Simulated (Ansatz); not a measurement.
## Changed inputs in constrained RPA: PrTlSe2 (R-3m)

Aim: hold the target of a cRPA run on PrTlSe2 (R-3m) and move one thing at a time.

Calculated with Ansatz 0.2.0; constrained RPA on LDA, plane waves, PAW.

**1. The starting structure**

The structure is trigonal, space group R-3m (No. 166). The conventional cell has a = 4.349 Å, b = 4.349 Å, c = 23.099 Å, α = 90.00°, β = 90.00°, γ = 120.00°. Nearest to Pr lie 6 Se at 3.00 Å. Tl has 6 Se at 3.34 Å nearest. Nearest to Se lie 3 Pr at 3.00 Å and 3 Tl at 3.34 Å. Farther neighbours and most contacts between anions are not listed.

As a file:

```cif
data_structure
_symmetry_space_group_name_H-M 'R-3m:H'
_symmetry_Int_Tables_number 166
_cell_length_a 4.3495
_cell_length_b 4.3495
_cell_length_c 23.0991
_cell_angle_alpha 90.000
_cell_angle_beta 90.000
_cell_angle_gamma 120.000
_cell_volume 378.44
loop_
_atom_site_label
_atom_site_type_symbol
_atom_site_symmetry_multiplicity
_atom_site_Wyckoff_symbol
_atom_site_fract_x
_atom_site_fract_y
_atom_site_fract_z
_atom_site_occupancy
Pr1 Pr 3 a 0.00000 0.00000 0.00000 1
Tl1 Tl 3 b 0.66667 0.33333 0.83333 1
Se1 Se 6 c 0.00000 0.00000 0.73769 1
```

The cell and positions are those that the Materials Project relaxed with its own functionals (PBE, PBE+U or r2SCAN), kept fixed. Spin-orbit coupling is left out unless a step names it. The default PAW set here is soft_2. Its files were made with PBE.

**2. Base: Pr f, bands v1 to c6, 4×4×4 mesh, medium accuracy**

Constrained RPA screens the interaction with every transition except those inside the target bands, which a later many-body model would treat itself.

Contents of input.yaml:

```yaml
crystal:
  lattice:
    - [6.49578947, 3.42025319, 3.42025319]
    - [3.42025319, 6.49578947, 3.42025319]
    - [3.42025319, 3.42025319, 6.49578947]
  atoms:
    - { symbol: Pr, position: [0.0, 0.0, 0.0] }
    - { symbol: Tl, position: [0.5, 0.5, 0.5] }
    - { symbol: Se, position: [0.73768559, 0.73768559, 0.73768559] }
    - { symbol: Se, position: [0.26231441, 0.26231441, 0.26231441] }
kpoints:
  mp_grid: { grid: [8, 8, 8] }
hamiltonian:
  xc: lda
scf:
  occupations: { method: gaussian, width: 0.08 }
  n_extra_bands: 21
  max_iter: 150
output:
  crpa:
    kmesh: [4, 4, 4]
    target_bands: [v1, c6]
    projections: [{ species: Pr, l: f, shell: 4 }]
  local_orbitals:
    kmesh: [8, 8, 8]
    orbitals: [{ species: Pr, l: f, shell: 4 }]
    window: { bands: [v1, c6] }
    seedname: lo
```

Started as:

```bash
$ ansatz run input.yaml --threads 4 --pin off --max-ram 9216MiB --backend cpu --events-out ev --progress --plain --runs-dir out
```

Numbers of over 12 decimals in the logs are rounded to 6 here.

What it wrote:

```text
Pr: projections on atomic orbitals take those of the free atom [Kr 4d10] 4f3 5s2 5p6 5d0 6s2, of charge +0.00 (hamiltonian.pseudopotentials.projection_atoms); the dataset's partial waves leave at most 1.4e-3 of an orbital's norm unspanned inside its sphere
scf.n_extra_bands = 21 over 29 filled bands (N_el = 58.0): the run solves 50 bands
Engine: ansatz 0.2.0, aarch64-unknown-linux-gnu
Pseudopotentials: kind: paw
Pseudopotential: Pr, paw, valence charge 13, recommended cutoff 420 eV (normal), Pr.paw.azcp
Pseudopotential: Tl, paw, valence charge 13, recommended cutoff 420 eV (normal), Tl.paw.azcp
Pseudopotential: Se, paw, valence charge 16, recommended cutoff 420 eV (normal), Se.paw.azcp
Functional definition: SPW92
  exchange = slater_x
  correlation = pw_c
Crystal: 4 atoms, lattice volume = 126.147 Å³
Basis set: ecut = 420 eV, 2467 PW (Γ)
Bands: 50, of which v1, the nominal top of the filled ones, is band 29 counted from 1 (28 counted from 0)
Symmetry: 12 space group operations
Space group: R-3m (ITA 166), of the structure as read, at distance tolerance 5.0e-5 Å
k-points: 65 of 512
Non-local potential: Pr, projectors of the file, l = 0: 3, l = 1: 2, l = 2: 2, l = 3: 3
Non-local potential: Tl, projectors of the file, l = 0: 2, l = 1: 2, l = 2: 2, l = 3: 1
Non-local potential: Se, projectors of the file, l = 0: 2, l = 1: 2, l = 2: 3, l = 3: 1
PAW form: soft (Blöchl's): semilocal exchange-correlation on the pseudo side does not see the compensation charge
PAW frozen core: Pr, regenerated for the run's functional, and the local potential with it (the file was generated under x = pbe(κ = 0.804, μ = 0.219515), c = pbe(β = 0.066725))
PAW frozen core: Tl, regenerated for the run's functional, and the local potential with it (the file was generated under x = pbe(κ = 0.804, μ = 0.219515), c = pbe(β = 0.066725))
PAW frozen core: Se, regenerated for the run's functional, and the local potential with it (the file was generated under x = pbe(κ = 0.804, μ = 0.219515), c = pbe(β = 0.066725))
PAW one-centre angular grid: Pr, 590 points (default); XC on 64 Gauss nodes
PAW one-centre angular grid: Tl, 590 points (default); XC on 64 Gauss nodes
PAW one-centre angular grid: Se, 590 points (default); XC on 64 Gauss nodes
Initial density: superposition of atomic densities (neutral atoms: chi_scale 0, normalization atom), corrected by the library's trained network
Initial wavefunctions: pseudopotential atomic-orbital guess
Functional: x = slater, c = lda
SCF iter   1: F=—  HF=-28669.311519 eV  |F-HF|=—  |Δ(HF+E_count)|=         —  Δρ=5.85e-3  dr2=2.55e-2  ethr=1.77e-3  ⟨swp⟩=5.6  Hψ=12757  notcnv=0  defer=272
[...]
SCF 1 converged in 14 iterations: F = -28669.301729 eV  dr2 = 3.12e-8
[...]
NSCF: frozen V_eff on 68 k-points
NSCF: frozen V_eff on 13 k-points
[...]
cRPA screening: q 1/64
cRPA screening: q 2/64
cRPA screening: q 8/64 (q-point 3)
cRPA screening: q 11/64 (q-point 6)
cRPA screening: q 17/64 (q-point 7)
cRPA screening: q 29/64 (q-point 8)
cRPA screening: q 35/64 (q-point 11)
cRPA screening: q 38/64 (q-point 22)
cRPA screening: q 40/64 (q-point 23)
cRPA screening: q 46/64 (q-point 24)
cRPA screening: q 52/64 (q-point 27)
cRPA screening: q 58/64 (q-point 28)
cRPA screening: q 64/64 (q-point 43)
SCF converged after 14 iterations
Free energy (F): -28669.301729 eV
Harris-Foulkes:  -28669.301729 eV  (|F-HF|=5.48e-8)
Internal energy: -28669.178575 eV  (E = F + TS)
E sigma→0 (E₀):  -28669.240152 eV
Entropy (-TS):   -0.123154 eV (-30.788 meV/atom)
Fermi energy:    8.340418 eV
--- Per-component energies (eV) ---
  E_band       = -857.564848
  E_kinetic    = 911.141329
  E_local      = -6962.542689  (includes V_loc(G=0)·N_el)
  E_nonlocal   = -789.873454
  E_hartree    = 3208.093093
  E_xc         = -657.165413
  E_vxc        = -583.724431  (∫ρ·V_xc dr)
  E_paw        = -18982.418377  (= ΣΔE_a)
  E_vpaw       = 151.249797  (= ΣTr[D̂ρ^β])
  E_aug_tail   = -0.001147  (compensation charges beyond the density's cutoff)
  E_ewald      = -5401.275572
  E_core_change = 4.863656  (= ΣΔE_core)
  E_smearing   = -0.123154  (= −TS)
  E_closure    = 0.000000  (closes the sum)
  Σ components = -28669.301729   (vs F -28669.301729, Δ=0.00e0)
--- Band table (eV; the first three rows and the last of 65) ---
  k-point 0: bands = [... 25 lower, 5.9276, 6.5262, 6.5262, 8.3494, 8.4161, 8.4161, 8.5115, 8.7583, ... 17 higher]
  k-point 1: bands = [... 25 lower, 6.2658, 6.4503, 6.6879, 8.3545, 8.4121, 8.4142, 8.4972, 8.6670, ... 17 higher]
  k-point 2: bands = [... 25 lower, 6.2308, 6.3357, 6.6205, 8.3639, 8.3964, 8.3983, 8.4552, 8.4846, ... 17 higher]
  k-point 64: bands = [... 25 lower, 6.5983, 6.5983, 7.3798, 8.3497, 8.4177, 8.4177, 8.5115, 8.8403, ... 17 higher]
--- cRPA (band scheme, projected local orbitals): target bands 29..35 (1-based), 7 Wannier function(s), 4×4×4 mesh, 70 bands' worth read of 75 solved, ecut_chi 136.0 eV, v(q+G=0) probe_charge, pair densities all_electron ---
  χ-basis size per q: N_G = 429..466
  window electrons = 2.0000, filled by tetrahedron_uncorrected; constrained ε̄⁻¹(q = 0, 0) head = 0.121603; min gauge Gram eig = 0.6107
  Kanamori averages over each shell's own Wannier functions (sites counted from 0, functions from 1):
    Site 0, 4F, 7 of 7 f orbitals (Wannier functions 1, 2, 3, 4, 5, 6, 7; wannier90's mr 1, 2, 3, 4, 5, 6, 7):
      screened: U = 3.5504 eV, U' = 2.5645 eV, J = 0.4773 eV
      screened f-shell averages: U_bar = F0 = 2.7054 eV, J_bar = 0.6181 eV
      screened, to within: U = 1.3e-2 eV, U' = 1.3e-2 eV, J = 1.1e-3 eV
      screened f-shell averages, to within: U_bar = 1.1e-2 eV, J_bar = 1.4e-3 eV
      bare: V = 23.3624 eV, V' = 22.0208 eV, J = 0.6239 eV
      bare f-shell averages: V_bar = F0 = 22.2125 eV, J_bar = 0.8155 eV
  Hermiticity witness max|P − P†| over intra, direct and exchange elements: 1.78e-14 eV (screened), 3.55e-15 eV (bare)
  Reality witness max|Im| over intra, direct and exchange elements: 4.23e-16 eV (screened), 4.27e-18 eV (bare)
```

The job ended after 17 min (4 threads of Arm Neoverse V1, shared host; peak memory 1.6 GiB).

This step gave:

```
U                                                 : 3.550 eV
U prime (inter-orbital)                           : 2.565 eV
J                                                 : 0.4773 eV
bare V                                            : 23.36 eV
bare J                                            : 0.6239 eV
stated bound on U                                 : 0.01224 eV
U over bare V                                     : 0.1520
electrons in the window                           : 2.000
head of the constrained inverse dielectric matrix : 0.1216
least eigenvalue of the projection's overlap      : 0.6107
target functions                                  : 7
bands in the sums                                 : 70
r.m.s. miss of the model bands                    : 0.002237 eV
width of the target bands                         : 0.6873 eV
weight of the projected orbitals in the window    : 0.9378
```

On the Pr f shell, screening brings the on-site interaction from 23.4 eV down to U = 3.55 eV.

**3. Changed: 2×2×2 mesh**

Edit input.yaml of step 2 so:

```diff
@@ -20,9 +20,4 @@
   crpa:
-    kmesh: [4, 4, 4]
+    kmesh: [2, 2, 2]
     target_bands: [v1, c6]
     projections: [{ species: Pr, l: f, shell: 4 }]
-  local_orbitals:
-    kmesh: [8, 8, 8]
-    orbitals: [{ species: Pr, l: f, shell: 4 }]
-    window: { bands: [v1, c6] }
-    seedname: lo
```

What it wrote:

```text
[...]
Crystal: 4 atoms, lattice volume = 126.147 Å³
Basis set: ecut = 420 eV, 2467 PW (Γ)
Bands: 50, of which v1, the nominal top of the filled ones, is band 29 counted from 1 (28 counted from 0)
Symmetry: 12 space group operations
[...]
k-points: 65 of 512
[...]
SCF iter   1: F=—  HF=-28669.311519 eV  |F-HF|=—  |Δ(HF+E_count)|=         —  Δρ=5.85e-3  dr2=2.55e-2  ethr=1.77e-3  ⟨swp⟩=5.6  Hψ=12757  notcnv=0  defer=272
[...]
SCF iter  14: F=-28669.301729 eV  HF=-28669.301729 eV  |F-HF|=5.48e-8  |Δ(HF+E_count)|=   1.85e-8  Δρ=8.10e-6  dr2=3.12e-8  ethr=1.72e-10  ⟨swp⟩=1.0  Hψ=6203  notcnv=0
SCF 1 converged in 14 iterations: F = -28669.301729 eV  dr2 = 3.12e-8
[...]
NSCF: frozen V_eff on 4 k-points
[...]
cRPA screening: q 1/8
cRPA screening: q 2/8
cRPA screening: q 5/8 (q-point 4)
cRPA screening: q 8/8
SCF converged after 14 iterations
Free energy (F): -28669.301729 eV
[...]
Internal energy: -28669.178575 eV  (E = F + TS)
E sigma→0 (E₀):  -28669.240152 eV
Entropy (-TS):   -0.123154 eV (-30.788 meV/atom)
Fermi energy:    8.340418 eV
[...]
--- Band table (eV; the first three rows and the last of 65) ---
  k-point 0: bands = [... 25 lower, 5.9276, 6.5262, 6.5262, 8.3494, 8.4161, 8.4161, 8.5115, 8.7583, ... 17 higher]
  k-point 1: bands = [... 25 lower, 6.2658, 6.4503, 6.6879, 8.3545, 8.4121, 8.4142, 8.4972, 8.6670, ... 17 higher]
  k-point 2: bands = [... 25 lower, 6.2308, 6.3357, 6.6205, 8.3639, 8.3964, 8.3983, 8.4552, 8.4846, ... 17 higher]
  k-point 64: bands = [... 25 lower, 6.5983, 6.5983, 7.3798, 8.3497, 8.4177, 8.4177, 8.5115, 8.8403, ... 17 higher]
[...]
χ-basis size per q: N_G = 429..466
[...]
screened: U = 3.0437 eV, U' = 2.0859 eV, J = 0.4693 eV
      screened f-shell averages: U_bar = F0 = 2.2227 eV, J_bar = 0.6062 eV
      screened, to within: U = 9.1e-3 eV, U' = 9.0e-3 eV, J = 9.6e-4 eV
      screened f-shell averages, to within: U_bar = 7.4e-3 eV, J_bar = 1.3e-3 eV
      bare: V = 23.5132 eV, V' = 22.1637 eV, J = 0.6271 eV
      bare f-shell averages: V_bar = F0 = 22.3565 eV, J_bar = 0.8199 eV
[...]
```

The job ended after 74 s (4 threads; peak memory 1.4 GiB).

This step gave:

```
U                                                 : 3.044 eV
U prime (inter-orbital)                           : 2.086 eV
J                                                 : 0.4693 eV
bare V                                            : 23.51 eV
bare J                                            : 0.6271 eV
stated bound on U                                 : 0.009001 eV
U over bare V                                     : 0.1294
electrons in the window                           : 2.000
head of the constrained inverse dielectric matrix : 0.1110
least eigenvalue of the projection's overlap      : 0.6107
target functions                                  : 7
bands in the sums                                 : 70
width of the target bands                         : 0.6873 eV
weight of the projected orbitals in the window    : 0.9378
```

On the Pr f shell, screening brings the on-site interaction from 23.5 eV down to U = 3.04 eV.

**4. Changed: orbitals of another atom**

Edit input.yaml of step 3 so:

```diff
@@ -20,4 +20,4 @@
   crpa:
-    kmesh: [2, 2, 2]
+    kmesh: [4, 4, 4]
     target_bands: [v1, c6]
-    projections: [{ species: Pr, l: f, shell: 4 }]
+    projections: [{ species: Se, l: p }]
```

What it wrote:

```text
Error: invalid value for `output.crpa.projections`: 6 orbital(s) selected but the target window spans 7 band(s); name one orbital per band of it
```

The job ended after 0.19 s (4 threads; peak memory 0.11 GiB).

The program refused the input before any cycle.

The program's message: “Error: invalid value for `output.crpa.projections`: 6 orbital(s) selected but the target window spans 7 band(s); name one orbital per band of it”

The fault put into this input: trial orbitals that do not match the target bands.

**5. Changed: volume +3 %**

The cell differs from the one that the last finished run ended in (a 8.099 → 8.179 Å, b 8.099 → 8.179 Å, c 8.099 → 8.179 Å).

Edit input.yaml of step 4 so:

```diff
@@ -2,5 +2,5 @@
   lattice:
-    - [6.49578947, 3.42025319, 3.42025319]
-    - [3.42025319, 6.49578947, 3.42025319]
-    - [3.42025319, 3.42025319, 6.49578947]
+    - [6.5601084002, 3.4541192854, 3.4541192854]
+    - [3.4541192854, 6.5601084002, 3.4541192854]
+    - [3.4541192854, 3.4541192854, 6.5601084002]
   atoms:
@@ -22,2 +22,7 @@
     target_bands: [v1, c6]
-    projections: [{ species: Se, l: p }]
+    projections: [{ species: Pr, l: f, shell: 4 }]
+  local_orbitals:
+    kmesh: [8, 8, 8]
+    orbitals: [{ species: Pr, l: f, shell: 4 }]
+    window: { bands: [v1, c6] }
+    seedname: lo
```

What it wrote:

```text
[...]
Crystal: 4 atoms, lattice volume = 129.931 Å³
Basis set: ecut = 420 eV, 2581 PW (Γ)
Bands: 50, of which v1, the nominal top of the filled ones, is band 29 counted from 1 (28 counted from 0)
Symmetry: 12 space group operations
[...]
k-points: 65 of 512
[...]
χ-basis size per q: N_G = 446..480
[...]
screened: U = 3.5978 eV, U' = 2.6059 eV, J = 0.4802 eV
      screened f-shell averages: U_bar = F0 = 2.7476 eV, J_bar = 0.6219 eV
      screened, to within: U = 1.3e-2 eV, U' = 1.3e-2 eV, J = 1.1e-3 eV
      screened f-shell averages, to within: U_bar = 1.1e-2 eV, J_bar = 1.4e-3 eV
      bare: V = 23.4683 eV, V' = 22.1194 eV, J = 0.6272 eV
      bare f-shell averages: V_bar = F0 = 22.3121 eV, J_bar = 0.8199 eV
[...]
[key lines of the parts left out:]
SCF converged after 13 iterations
Free energy (F): -28669.171621 eV
Fermi energy:    7.956380 eV
```

Wall time 17 min (4 threads); peak memory 1.6 GiB; 66 min of CPU time.

Numbers from this step:

```
U                                                 : 3.598 eV
U prime (inter-orbital)                           : 2.606 eV
J                                                 : 0.4802 eV
bare V                                            : 23.47 eV
bare J                                            : 0.6272 eV
stated bound on U                                 : 0.01265 eV
U over bare V                                     : 0.1533
electrons in the window                           : 2.000
head of the constrained inverse dielectric matrix : 0.1245
least eigenvalue of the projection's overlap      : 0.6255
target functions                                  : 7
bands in the sums                                 : 70
r.m.s. miss of the model bands                    : 0.001908 eV
width of the target bands                         : 0.6337 eV
weight of the projected orbitals in the window    : 0.9399
```

On the Pr f shell, screening brings the on-site interaction from 23.5 eV down to U = 3.60 eV.

**6. Side by side**

Times are wall times on 4 threads of Arm Neoverse V1, shared host, good to a factor of about two.

```csv
run,bare V (eV),U (eV),J (eV),bound on U (eV),width (eV),time
target window,23.36,3.550,0.477,0.0122,0.69,17 min
2×2×2 mesh,23.51,3.044,0.469,0.0090,0.69,74 s
volume +3 %,23.47,3.598,0.480,0.0126,0.63,17 min
```

**7. Summary of results**

| Quantity | Value |
| --- | --- |
| target window | U 3.55 eV, J 0.48 eV |
| 2×2×2 mesh | U 3.04 eV, J 0.47 eV |
| volume +3 % | U 3.60 eV, J 0.48 eV |

**Reading.** 2×2×2 mesh moves U by −0.51 eV at 0.073 times the time. Volume +3 % moves U by +0.05 eV. The printed bound covers the solver alone, not the mesh, and no denser mesh than the base was run. The parent state is non-magnetic and the interaction static (zero frequency); U depends on the window and the orbitals, so it belongs to this model alone. Spin-orbit coupling, which is strong for atoms this heavy, is left out.

[Paths, hosts, dates, memory and timing lines, banners, echoed tables and standing remarks are left out of the program output.]

[Logs are printed without paths, hosts, clocks, repeated set-up lines and the standing remarks that a program may print on its own settings, such as how far it seeks lower states.]

[Runs of the session that timed out or met a known fault of the program may be left out.]

[Hosts, paths, dates, database ids (printed as entryN), source tags and the programs' standing remarks are cut or masked in the printed files.]
